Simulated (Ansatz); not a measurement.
# NbB3 (built on the TaGa3 structure): a soft mode frozen in, part 3 of 3

Which phase does NbB3 (built on the TaGa3 structure) fall into along its unstable mode, and how much energy does it gain?

Ansatz 0.2.0; DFT PBE+D3(BJ), scalar-relativistic, plane waves, PAW.

So far. Step 5 (Energy along the mode, all amplitudes (two of the runs …): The energy still falls at the last step, so the rise lies beyond the steps tried. Step 7 (The new phase in its own primitive cell): The largest force component left is 0.73 meV/Å and the pressure is 0.004 GPa, within the tolerances set. The cell now holds 8.58 Å³/atom. The relaxed cell has a, b, c = 4.233, 7.566, 4.284 Å (conventional setting).

The structure was built from a prototype and need not be the compound's stable phase.

## 8. Modes of the new phase, k-mesh 10×10×8

A relaxed structure may still be a saddle point, so its zone-centre modes are computed. No field response is asked, since the mesh shows no gap.

File input.yaml:

```yaml
crystal:
  lattice:
    - [2.1167027445, -3.7828761726, 0.0]
    - [2.1167027445, 3.7828761726, 0.0]
    - [0.0, 0.0, 4.2841956815]
  atoms:
    - { symbol: Nb, position: [0.7422115759, 0.2577884241, 0.75] }
    - { symbol: Nb, position: [0.2577884241, 0.7422115759, 0.25] }
    - { symbol: B, position: [0.6023949469, 0.3976050531, 0.25] }
    - { symbol: B, position: [0.3976050531, 0.6023949469, 0.75] }
    - { symbol: B, position: [0.2065673982, 0.2065673982, 0.5] }
    - { symbol: B, position: [0.7934326018, 0.7934326018, 0.0] }
    - { symbol: B, position: [0.7934326018, 0.7934326018, 0.5] }
    - { symbol: B, position: [0.2065673982, 0.2065673982, 0.0] }
kpoints:
  mp_grid: { grid: [10, 10, 8] }
hamiltonian:
  xc: pbe
  dispersion: d3bj
scf:
  occupations: { method: methfessel_paxton, width: 0.2 }
output:
  eigenvalues: true
phonons:
  method: dfpt
```

Command:

```sh
$ ansatz run input.yaml --threads 8 --pin off --max-ram 14336MiB --backend cpu --events-out ev --progress --plain --runs-dir out
```

The log of the run:

```text
[...]
Crystal: 8 atoms, lattice volume = 68.609 Å³
Basis set: ecut = 420 eV, 1325 PW (Γ), exchange–correlation on 60×60×60 points (8 copies of the dense FFT grid, shifted against one another)
Bands: 30, of which v1, the nominal top of the filled ones, is band 22 counted from 1 (21 counted from 0)
Symmetry: 8 space group operations
k-points: 404 of 800 (irreducible under 1 space group operation, time reversal used)
[...]
SCF iter   1: F=—  HF=-10044.770003 eV  |F-HF|=—  |Δ(HF+E_count)|=         —  Δρ=8.89e-3  dr2=7.12e-2  ethr=1.77e-3  ⟨swp⟩=5.3  Hψ=52855  notcnv=0
[...]
SCF iter   8: F=-10044.756495 eV  HF=-10044.756495 eV  |F-HF|=0.00e0  |Δ(HF+E_count)|=  7.82e-11  S|Δr|=    0.00e0  Δρ=1.19e-7  dr2=8.52e-12  ethr=1.00e-12  ⟨swp⟩=9.0  Hψ=67325  notcnv=0
SCF 1 converged in 8 iterations: F = -10044.756495 eV  dr2 = 8.52e-12
[...]
DFPT response loops at Γ: preconditioner auto → Kerker (q_TF=auto, 2.534 Å⁻¹) (partly filled bands, converged f_vac=0.000); β = 1.00, the filter's whole step (`scf.mixing.beta` (0.50) is not read by the response loops under this deck's `scf.mixing.preconditioner`; to damp them name `kerker` or `kerker_dos`, under which they read `scf.mixing.beta`, and type it under 1.00, their step now; both keys bind the ground state too); Broyden in place of MSR1
SCF converged after 8 iterations
[...]
Free energy (F): -10044.756495 eV
[...]
Internal energy: -10044.745920 eV  (E = F + TS)
E sigma→0 (E₀):  -10044.753851 eV
Entropy (-TS):   -0.010576 eV (-1.322 meV/atom)
Fermi energy:    16.927544 eV
[...]
--- Band table (eV; the first three rows and the last of 404) ---
  k-point 0: bands = [... 18 lower, 12.5308, 12.8854, 15.5378, 17.1286, 19.2583, 19.2612, 20.4891, 20.5264, ... 4 higher]
  k-point 1: bands = [... 18 lower, 12.8503, 12.9743, 15.3529, 17.6113, 18.3523, 19.2025, 20.3045, 20.5083, ... 4 higher]
  k-point 2: bands = [... 18 lower, 13.2296, 13.3571, 14.9952, 16.8928, 18.7129, 19.2750, 19.8488, 20.5555, ... 4 higher]
  k-point 403: bands = [... 18 lower, 13.9777, 13.9777, 16.0542, 16.0542, 16.7500, 16.7500, 17.1724, 17.1724, ... 4 higher]
--- Phonons (Γ-DFPT): 9 representative perturbations + reference, on 404 of 800 k-points (Σ response iterations 27) ---
  k mesh reduced under 1 symmetry operation, with k and −k counted as one. Each operation leaves every solved perturbation unchanged. A smaller set is not used because it would not reduce the number of displacements times k-points to solve
  ASR residual: 8.067e-5 → 0.000e0 eV/Å²; symmetrization residual: 2.595e-6 eV/Å²
[...]
ASR residual per site (eV/Å²): 8.07e-5 8.07e-5 2.26e-5 2.26e-5 1.99e-5 1.99e-5 1.99e-5 1.99e-5
  Γ frequencies (cm⁻¹): -267.98 0.00 0.00 0.00 184.52 230.24 254.23 257.48 379.21 381.99 412.46 428.72 470.06 491.51 527.80 534.75 577.28 641.07 656.03 676.39 694.93 698.39 842.07 854.30
  non-analytic LO–TO correction: not included (Born effective charges unavailable; polar crystals: no LO–TO splitting at Γ)
```

It took 74 s on 8 threads of Intel Xeon Platinum 8488C (Sapphire Rapids), shared host; peak memory 2.9 GiB; 8.3 min of CPU time.

Numbers from this step:

| Item | Value |
| --- | --- |
| sum-rule residual before enforcement | 8.07e-5 eV/Å² |
| point group | mmm |
| highest optical mode at the zone centre (no LO-TO term) | 854.3 cm⁻¹ |
| lowest optical zone-centre mode | -268.0 cm⁻¹ |

Patterns of degenerate modes are one choice out of their space. Modes at Γ, with each element's share of the kinetic energy (negative means imaginary):

| mode | frequency (cm⁻¹) | symmetry | Nb % | B % |
| --- | --- | --- | --- | --- |
| 1 | -268.0 | B1g | 3 | 97 |
| 2 | 0.0 | acoustic | 74 | 26 |
| 3 | 0.0 | acoustic | 74 | 26 |
| 4 | 0.0 | acoustic | 74 | 26 |
| 5 | 184.5 | B2u | 1 | 99 |
| 6 | 230.2 | B3g | 99 | 1 |
| 7 | 254.2 | Ag | 100 | 0 |
| 8 | 257.5 | B1g | 96 | 4 |
| 9 | 379.2 | B1u | 20 | 80 |
| 10 | 382.0 | B3u | 25 | 75 |
| 11 | 412.5 | B2g | 0 | 100 |
| 12 | 428.7 | B2u | 24 | 76 |
| 13 | 470.1 | Ag | 0 | 100 |
| 14 | 491.5 | B1g | 1 | 99 |
| 15 | 527.8 | Au | 0 | 100 |
| 16 | 534.8 | B1u | 6 | 94 |
| 17 | 577.3 | B3g | 1 | 99 |
| 18 | 641.1 | B2g | 0 | 100 |
| 19 | 656.0 | B2u | 1 | 99 |
| 20 | 676.4 | B1u | 0 | 100 |
| 21 | 694.9 | B3u | 0 | 100 |
| 22 | 698.4 | B1g | 0 | 100 |
| 23 | 842.1 | Ag | 0 | 100 |
| 24 | 854.3 | B3g | 0 | 100 |

Displacements in mode 1 (-268.0 cm⁻¹), the largest set to 1:
```
Nb1  0.09  0.00  0.00
Nb2 -0.09  0.00  0.00
B3  -0.63  0.00  0.00
B4   0.63  0.00  0.00
B5   0.00 -0.25  1.00
B6   0.00  0.25  1.00
B7   0.00  0.25 -1.00
B8   0.00 -0.25 -1.00
```

Displacements in mode 7 (254.2 cm⁻¹), the largest set to 1:
```
Nb1  0.00  1.00  0.00
Nb2  0.00 -1.00  0.00
B3   0.00  0.03  0.00
B4   0.00 -0.03  0.00
B5  -0.14  0.00  0.00
B6   0.14  0.00  0.00
B7   0.14  0.00  0.00
B8  -0.14  0.00  0.00
```

Before it was imposed, the acoustic sum rule was missed by 8.1e-5 eV/Å². Small misses are needed for a sound result but don't prove that mesh and cutoff are converged. The lowest optical mode is imaginary, 268.0i cm⁻¹, so the energy falls along it.

## 9. The phases reached

The phases reached along the modes that were followed are set side by side.

Energies are those of the first relaxation, on the mesh of the frozen mode; space group, volume and gap are those of the last relaxation. Phases, by row:

| mode frozen in | space group | energy from parent (meV/atom) | volume (Å³/atom) | gap on mesh (eV) | lowest zone-centre optical mode (cm⁻¹) | largest shift (Å) |
| --- | --- | --- | --- | --- | --- | --- |
| parent | I4/mmm | 0 | 8.969 | 0 | – | – |
| q = (0, 0, 0), 461i cm⁻¹ | I4mm | -466.6 | 8.64 | 0 | -377.4 | 0.766 |
| q = (0, 0, -0.5), 455i cm⁻¹ | Cmcm | -551 | 8.58 | 0 | -268 | 1.117 |

## 10. Summary of results

| Item | Value |
| --- | --- |
| unstable mode of the parent | q = (0, 0, -0.5), 455i cm⁻¹ |
| depth at the lowest point sampled | 283 meV/atom |
| largest atomic shift at that point | 0.6 Å |
| space group reached | Cmcm |
| energy gained over the parent (first relaxation, on the mesh of the frozen mode) | 551 meV/atom |
| volume per atom, phase reached | 8.58 Å³ |
| lowest optical zone-centre mode, phase reached | -268 cm⁻¹ |
| highest optical mode at the zone centre (no LO-TO term), phase reached | 854 cm⁻¹ |

In words: Along this mode the structure falls into Cmcm, 551 meV/atom below the parent. At the parent's cell the well is 282.6 meV/atom deep on the steps tried, with its lowest point at a shift of 0.6 Å. That is the last step tried, so the steps alone don't bracket the bottom of the well. Relaxing atoms and cell changes the gain by +268.46 meV/atom against the lowest step (energies at zero smearing). The new phase still has an imaginary mode at the zone centre of its cell, so it is a saddle point on the way to a lower structure. Of the 2 patterns followed from this parent, this one reaches the lowest energy. Each path keeps the symmetry of its pattern, so a lower phase may lie along a pattern not tried. The q mesh stands for a supercell only 6.2 Å across, so branches between the solved wavevectors are rough. With no gap, or one that is small against the smearing, the frequencies hang on the k mesh and the smearing, most of all near Kohn anomalies. A phonon run warned that its eigensolver left some bands unconverged in a pass. In the phonons the program holds the C6 weights of the dispersion term fixed, leaving out their change with coordination. The starting cell was built on a prototype and not taken from a measurement, so the phase need not exist.

[Long decimals in the printed logs are rounded to 6 places.]

[Logs are printed without paths, hosts, clocks, repeated set-up lines and the standing remarks that a program may print on its own settings, such as how far it seeks lower states.]

[Hosts, paths, dates, database ids (printed as entryN), source tags and the programs' standing remarks are cut or masked in the printed files.]

[Where the starting crystal was built by hand or by swapping elements, it need not be the compound's stable phase.]
